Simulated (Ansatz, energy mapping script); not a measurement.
# VCl2O monolayer: J from the energies of magnetic orders, part 2 of 2

Aim: the exchange couplings of VCl2O monolayer from the energies of a few collinear orders, and the ordering temperature that they give.

LDA with U = 2.88 eV on V d, ortho-atomic projectors; plane waves, U on orthogonalised atomic orbitals unless named otherwise, collinear spin, no spin–orbit coupling.

So far. Step 4 (Compensated +− start in cell A (8 atoms)): The run ends antiferromagnetic, 4.20 meV a magnetic atom above the parallel order of its cell. Step 5 (Order 3: parallel, cell B of 8 atoms): The run ends ferromagnetic. For each magnetic atom its energy differs from the parallel run of the first cell by 0.20 meV, an error that one common reference would have brought in.

## Step 6: Order 4: compensated +−, cell B of 8 atoms

This order reverses 0 of the 2 neighbours at 3.52 Å, 2 of the 2 neighbours at 3.64 Å and 4 of the 4 neighbours at 5.06 Å, counted for an average magnetic atom.

File input.yaml:

```yaml
crystal:
  lattice:
    - [7.28432, 0.0, 0.0]
    - [0.0, 3.517888, 0.0]
    - [0.0, 0.0, 18.329395]
  atoms:
    - { symbol: V, position: [0.25, 0.0, 0.5], spin: 2.0 }
    - { symbol: V, position: [0.75, 0.0, 0.5], spin: -2.0 }
    - { symbol: Cl, position: [0.25, 0.5, 0.409179] }
    - { symbol: Cl, position: [0.75, 0.5, 0.409179] }
    - { symbol: Cl, position: [0.25, 0.5, 0.590821] }
    - { symbol: Cl, position: [0.75, 0.5, 0.590821] }
    - { symbol: O, position: [0.0, 0.0, 0.5] }
    - { symbol: O, position: [0.5, 0.0, 0.5] }
magnetization:
  spin_polarized: true
kpoints:
  mp_grid: { grid: [4, 8, 1] }
hamiltonian:
  xc: lda
  hubbard:
    sites:
      - { species: V, l: d, u_eff: 2.88 }
      - { site: 0, l: d, u_eff: 2.88, starting_ns: [{ spin: up, occupation_matrix: v1_major }, { spin: down, occupation_matrix: v1_minor }] }
      - { site: 1, l: d, u_eff: 2.88, starting_ns: [{ spin: up, occupation_matrix: v1_minor }, { spin: down, occupation_matrix: v1_major }] }
    projectors: ortho-atomic
    occupation_matrices:
      v1_major:
        matrix:
          - [0.842, 0.0, 0.0, 0.265, 0.0]
          - [0.0, 0.288, 0.0, 0.0, 0.0]
          - [0.0, 0.0, 0.327, 0.0, 0.0]
          - [0.265, 0.0, 0.0, 0.522, 0.0]
          - [0.0, 0.0, 0.0, 0.0, 0.295]
      v1_minor:
        matrix:
          - [0.12, 0.0, 0.0, -0.108, 0.0]
          - [0.0, 0.2, 0.0, 0.0, 0.0]
          - [0.0, 0.0, 0.263, 0.0, 0.0]
          - [-0.108, 0.0, 0.0, 0.261, 0.0]
          - [0.0, 0.0, 0.0, 0.0, 0.204]
scf:
  occupations: { method: fermi_dirac, width: 0.05 }
output:
  eigenvalues: true
```

Command:

```sh
$ ansatz run input.yaml --threads 4 --pin off --max-ram 8192MiB --backend cpu --events-out ev --progress --plain --runs-dir out
```

Numbers of over 12 decimals in the logs are rounded to 6 here.

Output:

```text
[...]
Crystal: 8 atoms, lattice volume = 469.698 Å³
Basis set: ecut = 420 eV, 9139 PW (Γ)
Bands: 43, of which v1, the nominal top of the filled ones, is band 33 counted from 1 (32 counted from 0)
Symmetry: 8 space group operations
[...]
k-points: 15 of 32
[...]
Starting moments: Σ|m| = 4 μB on 2 of 8 sites
[...]
k-point 1 ↑: bands = [... 29 lower, -4.7532, -4.7310, -4.4079, -4.3436, -2.6458, -2.2527, -1.2152, -1.1813, ... 6 higher]
  k-point 2 ↑: bands = [... 29 lower, -4.7212, -4.6817, -4.6023, -4.2669, -2.4731, -2.4599, -1.3361, -0.7923, ... 6 higher]
  k-point 14 ↓: bands = [... 29 lower, -4.9942, -4.7206, -4.2567, -4.2467, -1.8823, -1.8433, -1.1195, -1.0987, ... 6 higher]
Occupation matrices written to <dir>
[key lines of the parts left out:]
SCF converged after 17 iterations
Magnetization: 0.0000 μB (33.0000 up, 33.0000 down)
Free energy (F): -11009.714665 eV
Fermi energy:    -3.484497 eV
```

Wall time 9.7 s (4 threads of Arm Neoverse V2, shared host); peak memory 1.1 GiB; 38 s of CPU time.

The run ends antiferromagnetic, 5.46 meV a magnetic atom above the parallel order of its cell.

## Step 7: Parallel start in cell C (8 atoms)

A new cell needs its own zero of energy.

This run holds the same structure in another cell (a 7.284 → 3.642 Å, b 3.518 → 7.036 Å).

File input.yaml:

```yaml
crystal:
  lattice:
    - [3.64216, 0.0, 0.0]
    - [0.0, 7.035776, 0.0]
    - [0.0, 0.0, 18.329395]
  atoms:
    - { symbol: V, position: [0.5, 0.0, 0.5], spin: 2.0 }
    - { symbol: V, position: [0.5, 0.5, 0.5], spin: 2.0 }
    - { symbol: Cl, position: [0.5, 0.25, 0.409179] }
    - { symbol: Cl, position: [0.5, 0.75, 0.409179] }
    - { symbol: Cl, position: [0.5, 0.25, 0.590821] }
    - { symbol: Cl, position: [0.5, 0.75, 0.590821] }
    - { symbol: O, position: [0.0, 0.0, 0.5] }
    - { symbol: O, position: [0.0, 0.5, 0.5] }
magnetization:
  spin_polarized: true
kpoints:
  mp_grid: { grid: [8, 4, 1] }
hamiltonian:
  xc: lda
  hubbard:
    sites:
      - { species: V, l: d, u_eff: 2.88 }
      - { site: 0, l: d, u_eff: 2.88, starting_ns: [{ spin: up, occupation_matrix: v1_major }, { spin: down, occupation_matrix: v1_minor }] }
      - { site: 1, l: d, u_eff: 2.88, starting_ns: [{ spin: up, occupation_matrix: v1_major }, { spin: down, occupation_matrix: v1_minor }] }
    projectors: ortho-atomic
    occupation_matrices:
      v1_major:
        matrix:
          - [0.842, 0.0, 0.0, 0.265, 0.0]
          - [0.0, 0.288, 0.0, 0.0, 0.0]
          - [0.0, 0.0, 0.327, 0.0, 0.0]
          - [0.265, 0.0, 0.0, 0.522, 0.0]
          - [0.0, 0.0, 0.0, 0.0, 0.295]
      v1_minor:
        matrix:
          - [0.12, 0.0, 0.0, -0.108, 0.0]
          - [0.0, 0.2, 0.0, 0.0, 0.0]
          - [0.0, 0.0, 0.263, 0.0, 0.0]
          - [-0.108, 0.0, 0.0, 0.261, 0.0]
          - [0.0, 0.0, 0.0, 0.0, 0.204]
scf:
  occupations: { method: fermi_dirac, width: 0.05 }
output:
  eigenvalues: true
```

Output:

```text
[...]
Crystal: 8 atoms, lattice volume = 469.698 Å³
Basis set: ecut = 420 eV, 9131 PW (Γ)
Bands: 43, of which v1, the nominal top of the filled ones, is band 33 counted from 1 (32 counted from 0)
Symmetry: 16 space group operations
[...]
k-points: 15 of 32
[...]
Starting moments: Σ|m| = 4 μB on 2 of 8 sites
[...]
k-point 1 ↑: bands = [... 29 lower, -4.5899, -4.4890, -4.4158, -4.3486, -4.2207, -3.1175, -3.0492, -2.6214, ... 6 higher]
  k-point 2 ↑: bands = [... 29 lower, -4.7449, -4.5375, -4.5375, -4.1591, -4.1591, -2.8158, -2.8158, -2.8059, ... 6 higher]
  k-point 14 ↓: bands = [... 29 lower, -5.1445, -5.0239, -5.0239, -0.7004, -0.7004, -0.5366, -0.5366, -0.1469, ... 6 higher]
Occupation matrices written to <dir>
[key lines of the parts left out:]
SCF converged after 18 iterations
Magnetization: 2.0000 μB (34.0000 up, 32.0000 down)
Free energy (F): -11009.725607 eV
Fermi energy:    -3.658579 eV
```

It took 18 s on 4 threads; peak memory 1.1 GiB; 72 s of CPU time.

The run ends ferromagnetic. For each magnetic atom its energy differs from the parallel run of the first cell by 0.20 meV, an error that one common reference would have brought in.

## Step 8: Compensated +− start in cell C (8 atoms)

This order reverses 2 of the 2 neighbours at 3.52 Å, 0 of the 2 neighbours at 3.64 Å and 4 of the 4 neighbours at 5.06 Å, counted for an average magnetic atom.

Edit input.yaml of step 7 so:

```diff
@@ -7,3 +7,3 @@
     - { symbol: V, position: [0.5, 0.0, 0.5], spin: 2.0 }
-    - { symbol: V, position: [0.5, 0.5, 0.5], spin: 2.0 }
+    - { symbol: V, position: [0.5, 0.5, 0.5], spin: -2.0 }
     - { symbol: Cl, position: [0.5, 0.25, 0.409179] }
@@ -24,3 +24,3 @@
       - { site: 0, l: d, u_eff: 2.88, starting_ns: [{ spin: up, occupation_matrix: v1_major }, { spin: down, occupation_matrix: v1_minor }] }
-      - { site: 1, l: d, u_eff: 2.88, starting_ns: [{ spin: up, occupation_matrix: v1_major }, { spin: down, occupation_matrix: v1_minor }] }
+      - { site: 1, l: d, u_eff: 2.88, starting_ns: [{ spin: up, occupation_matrix: v1_minor }, { spin: down, occupation_matrix: v1_major }] }
     projectors: ortho-atomic
```

Output:

```text
[...]
Crystal: 8 atoms, lattice volume = 469.698 Å³
Basis set: ecut = 420 eV, 9131 PW (Γ)
Bands: 43, of which v1, the nominal top of the filled ones, is band 33 counted from 1 (32 counted from 0)
Symmetry: 8 space group operations
[...]
k-points: 15 of 32
[...]
Starting moments: Σ|m| = 4 μB on 2 of 8 sites
[...]
k-point 1 ↑: bands = [... 29 lower, -4.6431, -4.4674, -4.4128, -4.3151, -2.9055, -2.8757, -1.9568, -1.9079, ... 6 higher]
  k-point 2 ↑: bands = [... 29 lower, -4.6679, -4.6221, -4.5451, -4.2075, -2.8312, -2.8078, -1.9851, -1.9475, ... 6 higher]
  k-point 14 ↓: bands = [... 29 lower, -5.1394, -5.0207, -5.0147, -4.3720, -1.2823, -0.9062, -0.8672, -0.7333, ... 6 higher]
Occupation matrices written to <dir>
[key lines of the parts left out:]
SCF converged after 17 iterations
Magnetization: 0.0000 μB (33.0000 up, 33.0000 down)
Free energy (F): -11009.723988 eV
Fermi energy:    -3.559167 eV
```

Elapsed: 9.8 s, on 4 threads; peak memory 1.1 GiB.

The run ends antiferromagnetic, 0.80 meV a magnetic atom above the parallel order of its cell.

## Step 9: Parallel start in cell D (12 atoms)

A new cell needs its own zero of energy.

File input.yaml:

```yaml
crystal:
  lattice:
    - [10.92648, 0.0, 0.0]
    - [0.0, 3.517888, 0.0]
    - [0.0, 0.0, 18.329395]
  atoms:
    - { symbol: V, position: [0.166666667, 0.0, 0.5], spin: 2.0 }
    - { symbol: V, position: [0.5, 0.0, 0.5], spin: 2.0 }
    - { symbol: V, position: [0.833333333, 0.0, 0.5], spin: 2.0 }
    - { symbol: Cl, position: [0.166666667, 0.5, 0.409179] }
    - { symbol: Cl, position: [0.5, 0.5, 0.409179] }
    - { symbol: Cl, position: [0.833333333, 0.5, 0.409179] }
    - { symbol: Cl, position: [0.166666667, 0.5, 0.590821] }
    - { symbol: Cl, position: [0.5, 0.5, 0.590821] }
    - { symbol: Cl, position: [0.833333333, 0.5, 0.590821] }
    - { symbol: O, position: [0.0, 0.0, 0.5] }
    - { symbol: O, position: [0.333333333, 0.0, 0.5] }
    - { symbol: O, position: [0.666666667, 0.0, 0.5] }
magnetization:
  spin_polarized: true
kpoints:
  mp_grid: { grid: [3, 8, 1] }
hamiltonian:
  xc: lda
  hubbard:
    sites:
      - { species: V, l: d, u_eff: 2.88 }
      - { site: 0, l: d, u_eff: 2.88, starting_ns: [{ spin: up, occupation_matrix: v1_major }, { spin: down, occupation_matrix: v1_minor }] }
      - { site: 1, l: d, u_eff: 2.88, starting_ns: [{ spin: up, occupation_matrix: v1_major }, { spin: down, occupation_matrix: v1_minor }] }
      - { site: 2, l: d, u_eff: 2.88, starting_ns: [{ spin: up, occupation_matrix: v1_major }, { spin: down, occupation_matrix: v1_minor }] }
    projectors: ortho-atomic
    occupation_matrices:
      v1_major:
        matrix:
          - [0.842, 0.0, 0.0, 0.265, 0.0]
          - [0.0, 0.288, 0.0, 0.0, 0.0]
          - [0.0, 0.0, 0.327, 0.0, 0.0]
          - [0.265, 0.0, 0.0, 0.522, 0.0]
          - [0.0, 0.0, 0.0, 0.0, 0.295]
      v1_minor:
        matrix:
          - [0.12, 0.0, 0.0, -0.108, 0.0]
          - [0.0, 0.2, 0.0, 0.0, 0.0]
          - [0.0, 0.0, 0.263, 0.0, 0.0]
          - [-0.108, 0.0, 0.0, 0.261, 0.0]
          - [0.0, 0.0, 0.0, 0.0, 0.204]
scf:
  occupations: { method: fermi_dirac, width: 0.05 }
output:
  eigenvalues: true
```

Output:

```text
[...]
Crystal: 12 atoms, lattice volume = 704.548 Å³
Basis set: ecut = 420 eV, 13703 PW (Γ)
Bands: 65, of which v1, the nominal top of the filled ones, is band 50 counted from 1 (49 counted from 0)
Symmetry: 24 space group operations
[...]
k-points: 10 of 24
[...]
Starting moments: Σ|m| = 6 μB on 3 of 12 sites
[...]
k-point 1 ↑: bands = [... 46 lower, -4.5000, -4.4907, -4.4907, -4.4159, -4.2207, -3.0493, -2.5758, -1.3820, ... 11 higher]
  k-point 2 ↑: bands = [... 46 lower, -4.7199, -4.5376, -4.3412, -4.3412, -4.1591, -2.8159, -2.8061, -1.3757, ... 11 higher]
  k-point 9 ↓: bands = [... 46 lower, -4.4331, -4.2781, -1.9457, -1.6427, -1.2532, -1.2226, -0.7159, -0.5768, ... 11 higher]
Occupation matrices written to <dir>
[key lines of the parts left out:]
SCF converged after 18 iterations
Magnetization: 3.0000 μB (51.0000 up, 48.0000 down)
Free energy (F): -16514.588680 eV
Fermi energy:    -3.655273 eV
```

Run time: 26 s. Hardware: 4 threads; peak memory 1.8 GiB.

The run ends ferromagnetic. For each magnetic atom its energy differs from the parallel run of the first cell by 0.11 meV, an error that one common reference would have brought in.

## Step 10: Uncompensated ++− start in cell D (12 atoms)

This order reverses 0 of the 2 neighbours at 3.52 Å, 1.33 of the 2 neighbours at 3.64 Å and 2.67 of the 4 neighbours at 5.06 Å, counted for an average magnetic atom.

Edit input.yaml of step 9 so:

```diff
@@ -8,3 +8,3 @@
     - { symbol: V, position: [0.5, 0.0, 0.5], spin: 2.0 }
-    - { symbol: V, position: [0.833333333, 0.0, 0.5], spin: 2.0 }
+    - { symbol: V, position: [0.833333333, 0.0, 0.5], spin: -2.0 }
     - { symbol: Cl, position: [0.166666667, 0.5, 0.409179] }
@@ -29,3 +29,3 @@
       - { site: 1, l: d, u_eff: 2.88, starting_ns: [{ spin: up, occupation_matrix: v1_major }, { spin: down, occupation_matrix: v1_minor }] }
-      - { site: 2, l: d, u_eff: 2.88, starting_ns: [{ spin: up, occupation_matrix: v1_major }, { spin: down, occupation_matrix: v1_minor }] }
+      - { site: 2, l: d, u_eff: 2.88, starting_ns: [{ spin: up, occupation_matrix: v1_minor }, { spin: down, occupation_matrix: v1_major }] }
     projectors: ortho-atomic
```

Output:

```text
[...]
Crystal: 12 atoms, lattice volume = 704.548 Å³
Basis set: ecut = 420 eV, 13703 PW (Γ)
Bands: 65, of which v1, the nominal top of the filled ones, is band 50 counted from 1 (49 counted from 0)
Symmetry: 8 space group operations
[...]
k-points: 10 of 24
[...]
Starting moments: Σ|m| = 6 μB on 3 of 12 sites
[...]
k-point 1 ↑: bands = [... 46 lower, -4.5005, -4.4975, -4.4068, -4.2963, -2.8051, -2.3939, -1.3711, -1.3228, ... 11 higher]
  k-point 2 ↑: bands = [... 46 lower, -4.6934, -4.5794, -4.3382, -4.2208, -2.6155, -2.6032, -1.3765, -1.3729, ... 11 higher]
  k-point 9 ↓: bands = [... 46 lower, -4.4993, -4.4013, -4.2431, -2.3990, -2.1292, -1.4552, -1.3942, -0.9765, ... 11 higher]
Occupation matrices written to <dir>
[key lines of the parts left out:]
SCF converged after 25 iterations
Magnetization: 1.0000 μB (50.0000 up, 49.0000 down)
Free energy (F): -16514.576529 eV
Fermi energy:    -3.538104 eV
```

Elapsed: 41 s, on 4 threads; peak memory 1.8 GiB; 2.7 min of CPU time.

The run ends ferrimagnetic, 4.04 meV a magnetic atom above the parallel order of its cell.

## Step 11: The fit

Each energy difference is a sum of couplings weighted by the pairs that the order reverses. A few near shells are fitted to the differences by least squares. Energies are those extrapolated to zero occupation width, not the free energies F.

Energies from the parallel order of the same cell:

```csv
order,atoms,energy (meV a magnetic atom),moments (μB),moments kept as typed,"opposed neighbours at 3.52, 3.64, 5.06 Å"
parallel in cell A,8,0.00,0.86,yes,"0, 0, 0"
compensated +− in cell A,8,4.20,0.82,yes,"2, 2, 0"
parallel in cell B,8,0.00,0.86,yes,"0, 0, 0"
compensated +− in cell B,8,5.46,0.83,yes,"0, 2, 4"
parallel in cell C,8,0.00,0.86,yes,"0, 0, 0"
compensated +− in cell C,8,0.80,0.84,yes,"2, 0, 4"
parallel in cell D,12,0.00,0.86,yes,"0, 0, 0"
uncompensated ++− in cell D,12,4.04,0.83 to 0.84,yes,"0, 1.33, 2.67"
```

The Heisenberg fit (each pair counts twice, positive J is ferromagnetic):

```csv
pair,distance (Å),neighbours,J (meV)
V–V,3.52,2,-0.0805
V–V,3.64,2,1.13
V–V,5.06,4,0.141
```

These orders cannot tell some unfitted shells from fitted ones: the value at 3.64 Å holds J(3.64) + 2 J(7.92); other unfitted shells add to the values wholly or in part.

Adding the shell at 7.28 Å gives -0.057, 1.1, 0.13 and 0.15 meV, an exact solve that tests nothing.

## Step 12: Against another level

The first set of orders, under LDA+U (0.64 eV), took 11 min of CPU time summed over its finished orders (seed run apart), these 11 min.

```csv
quantity,this set,first set
"J at 3.52 Å, meV",-0.0805,-2.69
"J at 3.64 Å, meV",1.13,1.14
"J at 5.06 Å, meV",0.141,0.739
```

The coupling that led in the first set goes from -2.69 to -0.0805 meV.

## Step 13: Summary of results

```json
{
 "lowest order tried": "parallel",
 "largest fitted value (a combination of shells), V–V at 3.64 Å": "1.13 meV"
}
```

What this shows: Of the orders tried, VCl2O monolayer prefers parallel moments under LDA+U (2.88 eV). The margin is only 0.80 meV a magnetic atom, within reach of the numerical errors of such runs. The coupling at 3.64 Å is 1.00 times that of the first set, at 0.98 times the CPU time. The largest fitted value is 1.1 meV, at 3.64 Å. It is a combination of shells that these orders cannot split, so neither its size nor its sign can be laid on that pair alone. No fitted order reverses the pairs at 7.04 Å, so their coupling is unknown and is set to zero in the model. With 4 differences for 3 couplings the fit misses by 0.28 meV at most, which is not small: farther shells, terms beyond the Heisenberg form or the mesh can cause that. In the fitted orders moments change by up to 5.1 % against the parallel run of the same cell, so the mapping is rough.

[Logs and program files are shortened in this print: banners, set-up blocks, solver, clock and traceback lines can be left out without a mark of their own.]

[Logs are printed without paths, hosts, clocks, repeated set-up lines and the standing remarks that a program may print on its own settings, such as how far it seeks lower states.]

[Hosts, paths, dates, database ids (printed as entryN), source tags and the programs' standing remarks are cut or masked in the printed files.]

[Where a cell is said to come from a database of computed structures, the database is the Materials Project.]
